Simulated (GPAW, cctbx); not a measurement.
# How far are the atoms of GaAs2Pb from free atoms?

Question: by how much does bonding change the X-ray structure factors of GaAs2Pb, how firmly does DFT give the change, and what does a routine refinement make of it?

The start was made by putting kin elements into a known structure type; the compound need not exist, or be stable, in this form. All numbers below are calculated.

## 1. Find the equilibrium geometry

The density hangs on the geometry, so cell and atoms are relaxed first, with the symmetry held. The cutoff is set higher than for the density because stress converges slowly with plane waves.

Settings: GPAW 26.7.0, PBE, 570 eV, 5×5×5 k-points, Fermi–Dirac width 0.1 eV, BFGS to 0.03 eV/Å.

```text
cell
1.0
    -2.171000000    3.760282303    0.000000000
    -4.342000000    0.000000000    0.000000000
    -2.171000000    1.253427434    7.280000000
Pb As Ga
1 2 1
Direct
0.992100000 0.992100000 0.023700000
0.378966667 0.378966667 0.863099999
0.871200000 0.871200000 0.386400000
0.509666667 0.509666667 0.470999999
```

```console
$ OMP_NUM_THREADS=1 mpirun -n 4 gpaw python run.py > gpaw.log
```

```text
BFGS:    0      -15.811388        1.158301
BFGS:    1      -15.865330        0.930800
BFGS:    2      -16.097058        0.647107
BFGS:    3      -16.126218        0.347892
...
BFGS:   14      -16.150508        0.049000
BFGS:   15      -16.150882        0.035669
BFGS:   16      -16.150972        0.023505
cell  4.2915 4.2915 7.8627  74.16 74.16 60.00
volume 119.018 A^3, largest force 0.023 eV/A, largest stress 0.04 GPa
```

After 16 steps the volume has changed by +0.1 % and the energy by -0.340 eV; the largest stress left is 0.04 GPa. It took 4.2 min on 4 cores of Intel(R) Xeon(R) Platinum 8488C (Sapphire Rapids) (shared host), peak memory 1.6 GiB.

Relaxed structure: R3m (no. 160), a = 4.2915 Å, b = 4.2915 Å, c = 22.3862 Å, α = 90.00°, β = 90.00°, γ = 120.00°.

| atom | mult. | x | y | z |
| --- | --- | --- | --- | --- |
| Pb1 | 3 | 0 | 0 | 0.0020 |
| As1 | 3 | 1/3 | 2/3 | 0.2786 |
| As2 | 3 | 0 | 0 | 0.1348 |
| Ga1 | 3 | 1/3 | 2/3 | 0.1660 |

## 2. Density and charge transfer

X-rays see the whole electron density, so the PAW density is rebuilt with its core regions. Subtracting spherical free atoms from the same code cancels the cores and leaves the deformation density Δρ, the part due to bonding.

Settings: PBE, 450 eV, 6×6×6 k-points, Fermi–Dirac width 0.1 eV; primitive cell of 4 atoms.

```console
$ OMP_NUM_THREADS=1 mpirun -n 4 gpaw python run.py > gpaw.log
```

```text
|iter:   1|       0s |  -16.349133 | -0.19 |       |
|iter:   2|       1s |  -16.291343 | -2.03 | -1.14 |
|iter:   3|       2s |  -16.117675 | -2.04 | -1.18 |
...
|iter:   8|      10s |  -16.108217c| -5.74 | -3.25 |
|iter:   9|      11s |  -16.108218c| -6.82 | -4.08c|
|iter:  10|      12s |  -16.108219c| -7.82c| -4.71c|
```

```text
gpts.py:43: UserWarning: Initial realspace grid (21,21,40) inconsistent with symmetries.
gpts.py:43: UserWarning: Initial realspace grid (21,21,40) inconsistent with symmetries.
gpts.py:43: UserWarning: Initial realspace grid (21,21,40) inconsistent with symmetries.
gpts.py:43: UserWarning: Initial realspace grid (21,21,40) inconsistent with symmetries.
gpts.py:70: UserWarning: Using symmetrized grid: (40,40,40).
gpts.py:70: UserWarning: Using symmetrized grid: (40,40,40).
gpts.py:70: UserWarning: Using symmetrized grid: (40,40,40).
gpts.py:70: UserWarning: Using symmetrized grid: (40,40,40).
grid (80, 80, 80)  electrons 179.000  moved by bonding 0.800 e
deformation density beyond 0.5 A of the nuclei: max 0.108, min -0.052 e/A^3
atom        x       y       z   Voronoi charge  moment
Pb1    0.9980  0.9980  0.0059      0.197       0.00
As2    0.3881  0.3881  0.8358     -0.175       0.00
As3    0.8652  0.8652  0.4045     -0.144       0.00
Ga4    0.5007  0.5007  0.4979      0.122       0.00
mean inner potential of superposed free atoms 14.053 V
total magnetic moment 0.000 muB
```

Deformation density in a plane through the shortest contact of the As atom at the origin, in 0.01 e/Å³ (clipped at ±99); x from -1.6 to 4.1 Å, y from 2.4 down to -2.4 Å:

```text
  .   .   .  -1  -3  -2  -1  -1  -1  -1  -1  -1  -1  -1  -1  -1
 -1   7   0  -3  -2  -1  -1  -1  -1  -1  -1  -1  -1  -1  -1  -1
 -2  -3  -1   3   2   1   0  -1  -1  -1  -1  -1  -1  -1  -1  -1
  0   2   6   8   6   2   0   0  -1  -2  -2  -2  -1  -1  -1  -1
  0   3   6   6   3   0   1   2   1  -2  -4  -4  -3  -2  -1  -1
  0   0   0  -2   .  -2   2   7   4  -3  -2   .  -4  -4  -2  -1
 -1  -1  -3  -2   .   .   3  10   6  -4   .   .  -1  -5  -3  -2
 -1   0  -1  -3   .  -2   2   7   4  -3  -3   .  -4  -3  -2  -1
  0   1   2   1  -1  -2   0   2   1  -1  -3  -1   2   2   1   0
 -1   0   1   1   0  -1  -1   0   0   0   3   8  10   7   3   1
 -1  -1   0   0   0  -1  -1   0   0   1   3   7   8   5   2   2
 -1  -1  -1  -1  -1  -1  -1  -1   0   0   0   0  -2  -2   0   3
 -1  -1  -1  -1  -1  -1  -1  -1  -1  -1  -3  -4   .   .  -2   4
```

Atoms in or within 0.15 Å of the plane: As (0.0, 0.0), Ga (2.5, 0.0) Å. Dots mark points within about 0.45 Å of a nucleus; large values next to them are atomic features.

As gains most (-0.16 e) and Pb loses most (+0.20 e), in averages over each element's sites, which isn't the order of electronegativity: valence and coordination count too, and Voronoi cells cut space at the midplane whatever the atoms' sizes. Such charges fall far short of formal ones, since overlapping free atoms already put density on their neighbours. Along the shortest contact from the As atom at the map's origin, As–Ga at 2.52 Å, Δρ is +0.09 e/Å³ at the midpoint and highest, +0.10, 1.13 Å from As (points within 0.5 Å of a nucleus left out): a bond charge, the mark of covalency. At the midpoints of other shortest contacts it is +0.07 (Pb–As, 2.78 Å) e/Å³. Point values carry grid noise of about 0.01 e/Å³. The run needed 10 iterations, 24 s.

## 3. From the density to structure factors

The Fourier components of Δρ, added to those of the free atoms, give the static X-ray structure factors; the Mott–Bethe relation turns them into the Fourier components V of the potential that fast electrons feel.

```text
static structure factors of the conventional cell: F in electrons, V (Mott-Bethe) in volts
   h  k  l      d  |F| table  |F| free   |F| DFT   change   |V| free  |V| DFT  change %
   0  0  3  7.4621   121.474   121.307   121.178   -0.130     1.531    1.594      4.1
   0  0  6  3.7310   329.454   329.382   329.864    0.482     6.592    6.488     -1.6
   1  0  1  3.6664   134.202   133.944   133.955    0.011     1.683    1.681     -0.2
   1  0 -2  3.5272   353.873   353.832   354.488    0.656     7.030    6.912     -1.7
   1  0  4  3.0960   137.902   137.687   137.195   -0.492     1.530    1.589      3.9
   1  0 -5  2.8597   177.587   177.495   177.534    0.040     2.608    2.604     -0.1
   0  0  9  2.4874   122.331   122.331   122.227   -0.105     1.913    1.925      0.6
   1  0  7  2.4241   201.394   201.442   201.450    0.008     2.958    2.957     -0.0
   1  0 -8  2.2355   401.264   401.013   400.731   -0.282     6.567    6.586      0.3
   1  1  0  2.1457   421.866   421.543   420.986   -0.557     6.824    6.857      0.5
   1  1  3  2.0622   105.668   105.871   106.010    0.139     0.969    0.962     -0.7
   1  0 10  1.9176   300.981   300.613   300.135   -0.478     4.372    4.395      0.5
   0  0 12  1.8655   169.690   169.500   169.318   -0.182     1.973    1.983      0.5
   1  1  6  1.8601   277.158   276.772   276.171   -0.602     3.983    4.011      0.7
```

The largest X-ray change is +0.66 e on 1 0 -2, 0.2 % of |F|. For electrons V goes as (Z − F)/g², so a change of F counts against Z − F, which is small at low angle and wherever the atoms' terms cancel: |V| of 003 moves by +4.1 % (1.53 to 1.59 V) against -0.1 % in |F|. The last three rows still change by up to 0.60 e; the table stops while the angles are still low. The tabulated Hartree–Fock atoms differ from the free DFT atoms by up to 0.39 e, so the choice of reference atom matters too.

## 4. Which functional?

The same geometry is run with other functionals, to see whether the bonding signal is larger than the spread between approximations. Free atoms are LDA for LDA and PBE otherwise. Any other changed setting is in the row's label.

```csv
run,ΔF 1 0 -2 (e),ΔF 110 (e),ΔF 104 (e),q(As) (e),moved (e),time
PBE,+0.656,-0.557,-0.492,-0.159,0.800,24 s
LDA,+0.573,-0.529,-0.450,-0.144,0.748,23 s
RPBE,+0.706,-0.581,-0.501,-0.171,0.860,25 s
```

At the base's settings ΔF(1 0 -2) spans +0.573 to +0.706 e, a spread of 20 % of the PBE value; over the three listed reflections the spread is at most 20 %, so sign and size hold across the functionals. Times are from shared hosts.

## 5. Refining ordinary atoms against data with bonding

Routine crystallography fits spherical atoms. To see the bias, intensities are simulated from tabulated atoms plus the DFT change ΔF, so that bonding alone can misfit (7800 reflections of the full sphere, merged to the counts below, to 0.4 Å, 1.5 % proportional noise plus counting noise, assumed isotropic U as listed, Δρ smeared by the mean U) and refined with cctbx over different ranges.

| range | data | R1 | GooF | U Pb1 (true 0.0065) | U As1 (true 0.0093) | U As2 (true 0.0093) | U Ga1 (true 0.0095) | largest shift (Å) | Δρ max, min (e/Å³) |
| --- | --- | --- | --- | --- | --- | --- | --- | --- | --- |
| all data | 1585 | 0.0056 | 0.95 | 0.0065 | 0.0093 | 0.0093 | 0.0095 | 0.0002 | 0.37, -0.53 |
| low resolution, d > 0.84 | 206 | 0.0041 | 0.91 | 0.0065 | 0.0093 | 0.0093 | 0.0093 | 0.0027 | 0.17, -0.23 |
| high order, d < 0.75 | 1307 | 0.0063 | 0.96 | 0.0065 | 0.0093 | 0.0093 | 0.0095 | 0.0004 | 0.32, -0.29 |
| occupancies free, d > 0.7 | 339 | 0.0042 | 0.94 | 0.0065 | 0.0094 | 0.0093 | 0.0095 | 0.0020 | 0.18, -0.34 |

With all data GooF is 0.95, so at this noise the bonding hardly shows; the top residual peak, near noise level, lies 0.82 Å from Pb and 2.15 Å from As. No U is off by more than 3 s.u. at low resolution. With Pb1 held at 1 and the scale free, the other occupancies refine to As1 1.000(0.003), As2 1.000(0.002) and Ga1 1.000(0.002), within three s.u. of full.

## 6. Answer

Bonding moves 0.80 e in the primitive cell of GaAs2Pb and changes the structure factors of the conventional cell in the table above by at most 0.66 e (1 0 -2, 0.2 %), and among reflections above 2 % of the strongest by up to 0.4 % (104). The shortest bond, As–Ga, has Δρ = +0.09 e/Å³ at its midpoint, a covalent bond charge. At the base's settings ΔF(1 0 -2) spans +0.573 to +0.706 e, a spread of 20 % of the PBE value; over the three listed reflections the spread is at most 20 %, so sign and size hold across the functionals. With all data GooF is 0.95, so at this noise the bonding hardly shows. Limits: static density, frozen cores, no spin–orbit coupling.

[Outputs are excerpts: Python notices, other lines and further rows are left out; steps that failed or that the build refused (PBEsol, TPSS) are not shown.]

[Logs are printed without paths, hosts, clocks, repeated set-up lines and the standing remarks that a program may print on its own settings, such as how far it seeks lower states.]
